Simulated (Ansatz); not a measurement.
# LaSb (model cell, started as zinc blende): the cell at rest

Task: relax LaSb (model cell, started as zinc blende) tightly.

Program: Ansatz 0.2.0. Level of theory: DFT PBEsol, scalar-relativistic, plane waves, PAW. Results are calculated unless marked as measured.

The structure was built from a prototype and need not be the compound's stable phase.

### 1. The starting structure

The structure is cubic, space group F-43m (No. 216). Conventional cell: a = 7.120 Å, b = 7.120 Å, c = 7.120 Å, α = 90.00°, β = 90.00°, γ = 90.00°. La has 4 Sb at 3.08 Å nearest. Nearest to Sb lie 4 La at 3.08 Å. Farther neighbours are not listed.

### 2. Probe on a coarse mesh

A quick single point on a coarse mesh tells whether the cell has a gap and how far it is from rest, which sets the k mesh and smearing that follow.

The input, input.yaml:

```yaml
crystal:
  lattice:
    - [0.0, 3.56017, 3.56017]
    - [3.56017, 0.0, 3.56017]
    - [3.56017, 3.56017, 0.0]
  atoms:
    - { symbol: La, position: [0.0, 0.0, 0.0] }
    - { symbol: Sb, position: [0.25, 0.25, 0.25] }
kpoints:
  mp_grid: { grid: [4, 4, 4] }
hamiltonian:
  xc: pbesol
scf:
  occupations: { method: gaussian, width: 0.1 }
output:
  forces: true
  stress: true
  eigenvalues: true
```

Launch:

```sh
ansatz run input.yaml --threads 4 --pin off --max-ram 7168MiB --backend cpu --events-out ev --progress --plain --runs-dir out
```

Numbers of over 12 decimals in the logs are rounded to 6 here.

The log of the run:

```text
Engine: ansatz 0.2.0, aarch64-unknown-linux-gnu
Pseudopotentials: kind: paw
Pseudopotential: La, paw, valence charge 11, recommended cutoff 420 eV (normal), La.paw.azcp
Pseudopotential: Sb, paw, valence charge 15, recommended cutoff 420 eV (normal), Sb.paw.azcp
Functional definition: PBEsol
  exchange = pbesol_x
  correlation = pbesol_c
Crystal: 2 atoms, lattice volume = 90.249 Å³
[...]
P = ⅓ Tr σ = 0.8962 GPa (8.962 kbar)
--- Band table (eV; the first three rows and the last of 8) ---
  k-point 0: bands = [... 9 lower, -2.0703, 4.8758, 4.8758, 4.8758, 7.4880, 8.1824, 8.1824, 8.1824]
  k-point 1: bands = [... 9 lower, -1.8080, 4.5484, 5.0624, 5.0624, 7.9123, 8.0561, 8.0561, 8.1578]
  k-point 2: bands = [... 9 lower, -1.5566, 4.6076, 5.2118, 5.2118, 7.9707, 8.0603, 8.0792, 8.0792]
  k-point 7: bands = [... 9 lower, -1.3750, 4.7680, 4.8853, 5.9268, 7.1033, 8.0427, 8.1137, 8.1741]
[key lines of the parts left out:]
SCF converged after 6 iterations
Free energy (F): -12570.592039 eV
Fermi energy:    6.515227 eV
```

The job ended after 0.8 s (4 threads of Arm Neoverse V1, shared host; peak memory 0.36 GiB).

A gap read on the k-mesh alone can miss the band edges.

Numbers from this step:

```yaml
pressure: 0.8962 GPa
gap_on_the_k_mesh: 1.177 eV
volume_per_atom: 45.12 Å³
direct_gap_on_mesh: 1.177 eV
```

The coarse mesh shows a gap of 1.18 eV and a pressure of 0.9 GPa.

### 3. Relaxation

The cell and atoms are relaxed, since residual forces and stress would shift the frequencies.

input.yaml, the sections that differ from step 2:

```yaml
kpoints:
  mp_grid: { grid: [6, 6, 6] }
scf:
  occupations: { method: gaussian, width: 0.02 }
output:
  forces: true
  stress: true
  eigenvalues: true
  write_density: true
  write_potential: true
  elf: true
  volumetric_format: npy
relax:
  adjacent_minimum: "off"
  f_tol: 0.005
  max_steps: 80
  cell: { stress_tol: 0.05 }
# crystal, hamiltonian: as in step 2
```

The log of the run:

```text
[...]
Crystal: 2 atoms, lattice volume = 90.249 Å³
Basis set: ecut = 420 eV, 1807 PW (Γ), exchange–correlation on 72×72×72 points (8 copies of the dense FFT grid, shifted against one another)
Bands: 17, of which v1, the nominal top of the filled ones, is band 13 counted from 1 (12 counted from 0)
Symmetry: 24 space group operations
[...]
k-points: 16 of 216 (time reversal used)
[...]
SCF iter   1: F=—  HF=-12570.593509 eV  |F-HF|=—  |Δ(HF+E_count)|=         —  Δρ=2.96e-3  dr2=1.11e-2  ethr=1.77e-3  ⟨swp⟩=5.4  Hψ=1243  notcnv=0
[...]
SCF iter   6: F=-12570.590755 eV  HF=-12570.590755 eV  |F-HF|=1.29e-8  |Δ(HF+E_count)|=   2.01e-7  Δρ=7.96e-6  dr2=5.46e-8  ethr=3.85e-10  ⟨swp⟩=8.4  Hψ=2137  notcnv=0
SCF 1 converged in 6 iterations: F = -12570.590755 eV  dr2 = 5.46e-8
[...]
relax step   1: F+E_penalty+E_count = -12570.59075476 eV  Δ(F+E_penalty+E_count) = +0.000e0 eV  max|allowed force component| = 1.272e-17 eV/Å  Δτ_max = 0.0000 Å  P = +0.921 GPa  Ω = 90.249 Å³  (6 SCF iters, dr2 threshold 1.00e-7 eV, accepted)
Crystal: 2 atoms, lattice volume = 93.529 Å³
Basis set: ecut = 420 eV, 1837 PW (Γ), exchange–correlation on 72×72×72 points (8 copies of the dense FFT grid, shifted against one another)
[...]
iter 1 solved again at ethr=7.66e-6 eV; its pass at ethr=3.10e-3 eV (dr2=1.99e-3 eV) is discarded
[...]
SCF iter   6: F=-12570.595798 eV  HF=-12570.595798 eV  |F-HF|=7.71e-10  |Δ(HF+E_count)|=   7.61e-8  Δρ=1.78e-6  dr2=4.18e-9  ethr=7.69e-10  ⟨swp⟩=11.1  Hψ=2100  notcnv=0
SCF 2 converged in 6 iterations: F = -12570.595798 eV  dr2 = 4.18e-9
relax step   2: F+E_penalty+E_count = -12570.59579823 eV  Δ(F+E_penalty+E_count) = -5.043e-3 eV  max|allowed force component| = 3.643e-17 eV/Å  Δτ_max = 0.0000 Å  P = -0.369 GPa  Ω = 93.529 Å³  energy of the carried Pulay correction = -2.259e-4 eV  (6 SCF iters, dr2 threshold 2.00e-7 eV, accepted)
Crystal: 2 atoms, lattice volume = 92.567 Å³
[...]
SCF iter   5: F=-12570.597019 eV  HF=-12570.597019 eV  |F-HF|=3.50e-9  |Δ(HF+E_count)|=   2.10e-7  Δρ=2.84e-6  dr2=1.61e-8  ethr=7.69e-10  ⟨swp⟩=10.6  Hψ=2125  notcnv=0
SCF 3 converged in 5 iterations: F = -12570.597019 eV  dr2 = 1.61e-8
relax step   3: F+E_penalty+E_count = -12570.59701936 eV  Δ(F+E_penalty+E_count) = -1.221e-3 eV  max|allowed force component| = 4.337e-17 eV/Å  Δτ_max = 0.0000 Å  P = -0.013 GPa  Ω = 92.567 Å³  energy of the carried Pulay correction = -1.605e-4 eV  (5 SCF iters, dr2 threshold 2.00e-7 eV, accepted)
[...]
SCF iter   1: F=—  HF=-12570.597175 eV  |F-HF|=—  |Δ(HF+E_count)|=         —  Δρ=1.36e-5  dr2=6.11e-8  ethr=1.42e-6  ⟨swp⟩=3.0  Hψ=2050  notcnv=0
eigensolver tolerance schedule: the retry pair's looser diagonalisation over-reported the residual by 6050.97 of it (diagonalisation noise at an unbounded share of the residual, at the tolerance the schedule requests for it); recorded, not acted on — ethr = c·dr2/N_el stays at c = 1.0e-1
[...]
SCF iter   2: F=—  HF=-12570.597169 eV  |F-HF|=—  |Δ(HF+E_count)|=   6.07e-6  Δρ=6.90e-6  dr2=3.23e-8  ethr=2.35e-10  ⟨swp⟩=3.0  Hψ=687  notcnv=0
[...]
SCF iter   6: F=-12570.597169 eV  HF=-12570.597169 eV  |F-HF|=0.00e0  |Δ(HF+E_count)|=  7.28e-12  Δρ=4.10e-8  dr2=2.79e-12  ethr=1.00e-12  ⟨swp⟩=6.6  Hψ=1341  notcnv=0
SCF 4 converged in 6 iterations: F = -12570.597169 eV  dr2 = 2.79e-12
relax step   4: F+E_penalty+E_count = -12570.59716852 eV  Δ(F+E_penalty+E_count) = -1.492e-4 eV  max|allowed force component| = 3.296e-17 eV/Å  Δτ_max = 0.0000 Å  P = -0.014 GPa  Ω = 92.567 Å³  stress off target by 1.39e-2 GPa  SCF on the basis re-selected at this cell (its energy is not comparable with the rows above)  (6 SCF iters)
basis re-selected at this cell: Δ(F+E_penalty+E_count) = -1.492e-4 eV, ΔP = -0.001 GPa vs the last step (what re-selecting the basis moved, of the pressure what is left beyond the Pulay correction that the steps carried, after the strain that the cell walked since its last selection, with what the two solves' SCF thresholds leave and, on support functions, any second-order correction that the steps lacked; it is no m [...]
SCF converged after 6 iterations
Free energy (F): -12570.597169 eV
[...]
Internal energy: -12570.597169 eV  (E = F + TS)
E sigma→0 (E₀):  -12570.597169 eV
Fermi energy:    6.280856 eV
[...]
--- Stress (GPa, compression-positive) ---
       -0.013935      -0.000000      -0.000000
       -0.000000      -0.013935       0.000000
       -0.000000       0.000000      -0.013935
  P = ⅓ Tr σ = -0.0139 GPa (-0.139 kbar)
--- Band table (eV; the first three rows and the last of 16) ---
  k-point 0: bands = [... 9 lower, -2.2607, 4.6740, 4.6740, 4.6740, 7.2174, 7.8693, 7.8693, 7.8693]
  k-point 1: bands = [... 9 lower, -2.1371, 4.4558, 4.7666, 4.7666, 7.4962, 7.8125, 7.8125, 7.8564]
  k-point 2: bands = [... 9 lower, -1.8952, 4.3193, 4.9311, 4.9311, 7.6665, 7.7604, 7.7604, 7.8291]
  k-point 15: bands = [... 9 lower, -1.6091, 4.2129, 5.0807, 5.6651, 6.8966, 7.7461, 7.8065, 7.8628]
--- Relaxed structure (3 steps of the walk, 3 accepted, 1 SCFs on fresh bases) ---
  F+E_penalty+E_count = -12570.59716852 eV   max|allowed force component| = 3.296e-17 eV/Å   (the final SCF, on the basis selected at the relaxed cell)
  cell:  # Å, volume = 92.5671 Å³
    - [0, 3.590396, 3.590396]
    - [3.590396, 0, 3.590396]
    - [3.590396, 3.590396, 0]
  atoms:
    - { symbol: La, position: [0, 0, 0] }
    - { symbol: Sb, position: [0.25, 0.25, 0.25] }
```

The job ended after 4.4 s (4 threads; peak memory 0.42 GiB; 15 s of CPU time).

Relaxation path:

```csv
step,energy less that of the first step (eV),largest force component (eV/Å),pressure (GPa),volume (Å³)
1,0.0000,0.0000,0.92,90.25
2,-0.0050,0.0000,-0.37,93.53
3,-0.0063,0.0000,-0.01,92.57
4*,-0.0064,0.0000,-0.01,92.57
```

Relaxation steps marked * repeat the geometry before them on a plane-wave basis chosen anew for their cell, so energy and pressure can jump there.

Forces are held to the 24 operations that the run works with; a distortion that breaks them can't arise in this run.

| conventional cell, symmetrised | before | after | change |
| --- | --- | --- | --- |
| a (Å) | 7.120 | 7.181 | +0.8 % |
| b (Å) | 7.120 | 7.181 | +0.8 % |
| c (Å) | 7.120 | 7.181 | +0.8 % |
| volume (Å³/atom) | 45.12 | 46.28 | +2.6 % |

The relaxed structure:

```xyz
2
Lattice="0.0000 3.5904 3.5904 3.5904 0.0000 3.5904 3.5904 3.5904 0.0000" Properties=species:S:1:pos:R:3 pbc="T T T"
La    0.0000    0.0000    0.0000
Sb    1.7952    1.7952    1.7952
```

This step gave:

- pressure: -0.01394 GPa
- gap on the k-mesh: 1.231 eV
- volume per atom: 46.28 Å³
- direct gap on mesh: 1.231 eV

Electrostatic potential energy in the ac plane of a cell with a along [110], b along [-110] and c along [001] of the cube at fractional y = 0.000, with atoms of La and Sb within 0.2 Å of it. With pseudopotentials it is smooth inside the atoms' cores, unlike the true potential.

Values in eV, 11 rows by 16 columns, each cell a mean:
```
-33 -19   4   6   6   5 -10 -34 -33 -19   4   6   6   5 -10 -34
-11   0   1 -13 -15  -2   2  -9 -11   0   1 -13 -15  -2   2  -9
  6   7  -6 -19 -19 -12   6   7   6   7  -6 -19 -19 -12   6   7
 10   9   0 -17 -18  -5   8  10  10   9   0 -17 -18  -5   8  10
 11  11   9   3   2   7  10  11  11  11   9   3   2   7  10  11
 11  11  10   9   9  10  11  11  11  11  10   9   9  10  11  11
 11  11  10  10  10  10  10  11  11  11  10  10  10  10  10  11
  9  10  10   9   9  10  10   9   9  10  10   9   9  10  10   9
  4   7   8   9   9   9   7   5   4   7   8   9   9   9   7   5
-21  -4   6   9   9   7   0 -17 -21  -4   6   9   9   7   0 -17
-28 -22   3   9   9   6 -12 -33 -28 -22   3   9   9   6 -12 -33
```
Columns run along a (10.2 Å; values clipped at the 3rd and 97th percentile), rows up along c (7.2 Å), edges of the conventional cell, whose origin can differ from the input's. Atoms in or near the plane, at fractional coordinates: La at (0.50, 0.00), La at (0.00, 0.00), Sb at (0.75, 0.75), Sb at (0.25, 0.75).

ELF in the ac plane of a cell with a along [110], b along [-110] and c along [001] of the cube at fractional y = 0.000, with atoms of La and Sb within 0.2 Å of it. It is the smooth field of the valence electrons, not physical close to the nuclei.

Values, 11 rows by 16 columns, each cell a mean:
```
0.53 0.65 0.36 0.63 0.64 0.43 0.53 0.62 0.53 0.65 0.36 0.63 0.64 0.43 0.53 0.62
0.56 0.36 0.51 0.34 0.29 0.50 0.38 0.50 0.56 0.36 0.51 0.34 0.29 0.50 0.38 0.50
0.09 0.46 0.47 0.08 0.03 0.36 0.55 0.14 0.09 0.46 0.47 0.08 0.03 0.36 0.55 0.14
0.12 0.55 0.53 0.24 0.19 0.45 0.61 0.21 0.12 0.55 0.53 0.24 0.19 0.45 0.61 0.21
0.07 0.35 0.62 0.60 0.59 0.64 0.45 0.11 0.07 0.35 0.62 0.60 0.59 0.64 0.45 0.11
0.03 0.10 0.33 0.55 0.58 0.41 0.14 0.04 0.03 0.10 0.33 0.55 0.58 0.41 0.14 0.04
0.05 0.05 0.07 0.13 0.14 0.08 0.05 0.05 0.05 0.05 0.07 0.13 0.14 0.08 0.05 0.05
0.05 0.05 0.04 0.03 0.03 0.03 0.05 0.05 0.05 0.05 0.04 0.03 0.03 0.03 0.05 0.05
0.11 0.05 0.03 0.02 0.02 0.02 0.04 0.10 0.11 0.05 0.03 0.02 0.02 0.02 0.04 0.10
0.73 0.51 0.07 0.05 0.07 0.04 0.37 0.72 0.73 0.51 0.07 0.05 0.07 0.04 0.37 0.72
0.41 0.78 0.21 0.34 0.42 0.16 0.66 0.57 0.41 0.78 0.21 0.34 0.42 0.16 0.66 0.57
```
Columns run along a (10.2 Å), rows up along c (7.2 Å), edges of the conventional cell, whose origin can differ from the input's. Atoms in or near the plane, at fractional coordinates: La at (0.50, 0.00), La at (0.00, 0.00), Sb at (0.75, 0.75), Sb at (0.25, 0.75).

Valence density in the ac plane of a cell with a along [110], b along [-110] and c along [001] of the cube at fractional y = 0.000, with atoms of La and Sb within 0.2 Å of it. It is the smooth field of the valence electrons, not physical close to the nuclei.

Ten steps, logarithmic in the rise over the least value, from '_' (0 e/Å³) to '@' (19 e/Å³), each cell a mean:
```
======::..............::==========--................--====
====--::....::::::....::--========::....::::::::....::====
----::..::::--==--::::..::------::....::--====--::....::--
........::==**##**==::..............::--++####++--::......
____....::++%%@@%%++::....________..::--##@@@@##--::..____
______..::++%%@@%%==::..__________..::--**@@@@**--....____
______..::--++**++--::..____________..::==++++==::..______
________..::::--::::..______________....::----::....______
__________..........__________________............________
__________________________________________________________
__________________________________________________________
__________________________________________________________
__________________________________________________________
__________________________________________________________
__________________________________________________________
__________________________________________________________
::::..__________________..::::::..____________________..::
==--::..______________..::--====--..________________::--==
======::______________::==========--..____________..--====
======::..__________..::==========--..____________..--====
```
Columns run along a (10.2 Å), rows up along c (7.2 Å), edges of the conventional cell, whose origin can differ from the input's. Atoms in or near the plane, at fractional coordinates: La at (0.50, 0.00), La at (0.00, 0.00), Sb at (0.75, 0.75), Sb at (0.25, 0.75).

In this step the volume went from 45.12 to 46.28 Å³/atom.

### 4. Relaxing to small forces for the phonons

Phonons need a cell at rest on their own settings, so the relaxation is repeated with tight tolerances on forces and stress, using the mesh and the filling of the phonon run that follows.

The input, input.yaml:

```yaml
crystal:
  lattice:
    - [0.0, 3.5903955509, 3.5903955509]
    - [3.5903955509, 0.0, 3.5903955509]
    - [3.5903955509, 3.5903955509, 0.0]
  atoms:
    - { symbol: La, position: [0.0, 0.0, 0.0] }
    - { symbol: Sb, position: [0.25, 0.25, 0.25] }
kpoints:
  mp_grid: { grid: [8, 8, 8] }
hamiltonian:
  xc: pbesol
scf:
  occupations: { method: fixed }
output:
  forces: true
  stress: true
  eigenvalues: true
relax:
  adjacent_minimum: "off"
  f_tol: 0.001
  max_steps: 60
  cell: { stress_tol: 0.01 }
```

The log of the run:

```text
[...]
Crystal: 2 atoms, lattice volume = 92.567 Å³
Basis set: ecut = 420 eV, 1807 PW (Γ), exchange–correlation on 72×72×72 points (8 copies of the dense FFT grid, shifted against one another)
Bands: 17, of which v1, the nominal top of the filled ones, is band 13 counted from 1 (12 counted from 0)
[... 1 set-up line as in the run before ...]
[...]
k-points: 29 of 512 (time reversal used)
[...]
k-point 28: bands = [... 9 lower, -1.6045, 4.5696, 4.6653, 5.6757, 6.8835, 7.7531, 7.8099, 7.8655]
--- Relaxed structure (2 steps of the walk, 2 accepted, 1 SCFs on fresh bases) ---
[...]
cell:  # Å, volume = 92.5239 Å³
    - [0, 3.589836, 3.589836]
    - [3.589836, 0, 3.589836]
    - [3.589836, 3.589836, 0]
  atoms:
    - { symbol: La, position: [0, 0, 0] }
    - { symbol: Sb, position: [0.25, 0.25, 0.25] }
[key lines of the parts left out:]
SCF converged after 8 iterations
Free energy (F): -12570.597047 eV
Fermi energy:    5.675740 eV
P = ⅓ Tr σ = 0.0044 GPa (0.044 kbar)
```

The job ended after 5 s (4 threads; peak memory 0.46 GiB).

Little changed from the start: no atom moved by 0.005 Å and no cell edge by 0.1 %.

This step gave:

| Property | Result |
| --- | --- |
| pressure | 0.004417 GPa |
| gap on the k-mesh | 1.208 eV |
| volume per atom | 46.26 Å³ |
| direct gap on mesh | 1.208 eV |

The forces vanish by symmetry and the pressure is 0.004 GPa, within the tolerances set. The cell now holds 46.26 Å³/atom.

### 5. Outcome

```json
{"space group after relaxation (within 0.01 Å)": "F-43m", "lattice constant a": "7.180 Å", "lattice constant b": "7.180 Å", "lattice constant c": "7.180 Å", "volume per atom": "46.3 Å³", "gap on the k-mesh": "1.21 eV"}
```

The forces vanish by symmetry and the pressure is 0.004 GPa, within the tolerances set. The cell now holds 46.26 Å³/atom. The relaxation keeps the symmetry of its start, so it says nothing on stability against lower symmetry. Spin-orbit coupling is left out, which can matter for the heavy elements here. The starting cell was built on a prototype and not taken from a measurement, so the phase need not exist.

[Logs are printed without paths, hosts, clocks, repeated set-up lines and the standing remarks that a program may print on its own settings, such as how far it seeks lower states.]

[Hosts, paths, dates, database ids (printed as entryN), source tags and the programs' standing remarks are cut or masked in the printed files.]
